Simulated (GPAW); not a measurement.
# The S K excitation threshold of CdS (Hawleyite, F-43m) under uniform strain

For each volume the threshold was computed as E(hole) − E(ground) plus the lowest empty eigenvalue of the hole cell (GPAW, PBE, 8-atom cell, total energies on 3×3×3 k points, the eigenvalue on 4×4×4, hole spin-paired). The values are raw, 17 eV above the value with the free atom's term for the hole's spin taken off; only their change is used. The threshold is the spectrum's zero, where absorption may be weak, not the visible edge.

| volume | ln(V/V₀) | threshold (eV) |
| --- | --- | --- |
| V × 0.91 | -0.09431 | 2482.642 |
| V × 0.94 | -0.06188 | ? |
| V × 1 | +0.00000 | 2482.264 |
| V × 1.09 | +0.08618 | 2481.924 |

**Question.** Fit a straight line in ln(V/V₀), give its slope, and predict the threshold at V × 0.94.

The means of the given rows are x̄ = -0.00271 and Ē = 2482.277 eV. Σ(x − x̄)(E − Ē) = -0.06485 and Σ(x − x̄)² = 0.0163, so the slope is -3.98 eV, and the line passes the given rows within 0.002 eV. At x = -0.06188 it gives 2482.277 + (-3.98) × (-0.05917) = 2482.512 eV. The run gives 2482.512 eV, a miss of +0.000 eV over a total move of -0.718 eV. The slope is the clamped-ion volume deformation potential of the lowest empty level of the hole cell on this mesh (the hole may pull it below the band edge) against the S 1s level, with the hole's relaxation included: the threshold falls by 0.040 eV for 1 % of expansion. The charged cell's image error also scales with the cell's size and isn't taken out.

[Hosts, paths, dates, database ids (printed as entryN), source tags and the programs' standing remarks are cut or masked in the printed files.]

[Lists of maxima count a maximum above −3 eV only where it reaches 4 % of the highest in the window and stands out from its surroundings by 2 % of it (1.5 % where it reaches 55 %); shoulders and weaker maxima are passed over, and of the rest the first, up to two pre-edge ones and the few strongest are named.]
